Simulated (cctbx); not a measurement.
# Accept or mend?

Cell a = 6.5000 Å, b = 6.5000 Å, c = 12.9720 Å, α = 90.00°, β = 90.00°, γ = 90.00°; space group I-42m (no. 121). The compound is BaCu2GeTe4.

The data are simulated with cctbx, not measured: Cu Kα, λ = 1.54184 Å, to d = 0.83 Å, 80 % of the full sphere, strongest reflection 20000 counts, noise from counting, a 3 % proportional error and a noise floor of 4 counts (s.d.); no absorption, and some extinction, which the refinements don't model.

An anisotropic refinement with weights 1/σ² prints:

```text
Rint 0.026, 290 unique reflections to 0.83 A
cycle     R1     wR2    GooF  max shift (A)
   1  0.2846  0.5949  23.133   0.05037
   2  0.1285  0.3039  11.816   0.00048
final R1 0.1283 wR2 0.3038 GooF 11.814  parameters 12  data/parameter 24.2
atom        x        y        z      Ueq    occ   su(xyz)  su(Uiso or U11)
Ba1    0.00000  0.00000  0.00000   0.0019  1.000  0.00000  0.0018
Ge1    0.73720  0.73720  0.13447   0.0008  1.000  0.00049  0.0018  NPD
Te1    0.50000  0.50000  0.00000   0.0259  1.000  0.00000  0.0029
Cu1    0.50000  0.00000  0.25000  -0.0111  1.000  0.00000  0.0019  NPD
difference map: max 18.87 min -3.18 rms 1.25
Q1    0.0000  0.0000  0.0000    2   18.87  0.00 A from Ba1
Q2    0.0000  0.5000  0.2500    4   13.71  0.00 A from Cu1
Q3    0.0000  0.0000  0.5000    2   12.52  0.00 A from Te1
Q4    0.2577  0.2577  0.1264    8    7.83  0.11 A from Ge1
Q5    0.0992  0.0992  0.6391    8    1.39  1.27 A from Ge1
Q6    0.2520  0.2520  0.2651    8    1.08  1.70 A from Ge1
```

Q: Accept it or mend it, and why?

Mend it. The fault: elements exchanged: Te1 is Ge and Ge1 is Te. Against the right model at the same level, R1 goes from 0.0108 to 0.1283 and GooF from 0.98 to 11.81, U of Cu1 shrinks from 0.0161 to -0.0111 Å², U of Ge1 shrinks from 0.0127 to 0.0008 Å², U of Ba1 shrinks from 0.0128 to 0.0019 Å², U of Te1 swells from 0.0133 to 0.0259 Å², the top difference peak, 18.9 e/Å³, lies on Ba1 and Ge1 and Cu1 go non-positive-definite. Te1 has 20 electrons too many and its U swells to shed them, as expected; Ge1 has 20 electrons too few and its U shrinks to make up, as expected.

The compound is BaCu2GeTe4. The right model at the same level gives:

```text
Rint 0.026, 290 unique reflections to 0.83 A
cycle     R1     wR2    GooF  max shift (A)
   1  0.0108  0.0254   0.988   0.00005
   2  0.0108  0.0252   0.979   0.00000
final R1 0.0108 wR2 0.0252 GooF 0.979  parameters 12  data/parameter 24.2
atom        x        y        z      Ueq    occ   su(xyz)  su(Uiso or U11)
Ba1    0.00000  0.00000  0.00000   0.0128  1.000  0.00000  0.0002
Te1    0.74147  0.74147  0.13205   0.0127  1.000  0.00003  0.0001
Ge1    0.50000  0.50000  0.00000   0.0133  1.000  0.00000  0.0003
Cu1    0.50000  0.00000  0.25000   0.0161  1.000  0.00000  0.0003
Flack x: 0.003(6)
Hooft y: 0.005(8)  Bijvoet pairs: 112
difference map: max 0.27 min -0.32 rms 0.09
Q1    0.1143  0.2832  0.7892   16    0.28  1.67 A from Cu1
Q2    0.1024  0.1024  0.6442    8    0.28  1.29 A from Te1
Q3    0.1326  0.1326  0.3624    8    0.26  2.16 A from Ge1
Q4    0.1267  0.1267  0.9962    8    0.25  1.17 A from Ba1
Q5    0.1237  0.2841  0.2952   16    0.24  1.72 A from Cu1
Q6    0.1477  0.1477  0.8925    8    0.23  1.95 A from Ba1
```

The model is made up (kin elements in a known structure type, no relaxation), so it says nothing on whether the phase exists.

[Middle refinement cycles are left out of these outputs.]

[Logs are printed without paths, hosts, clocks, repeated set-up lines and the standing remarks that a program may print on its own settings, such as how far it seeks lower states.]
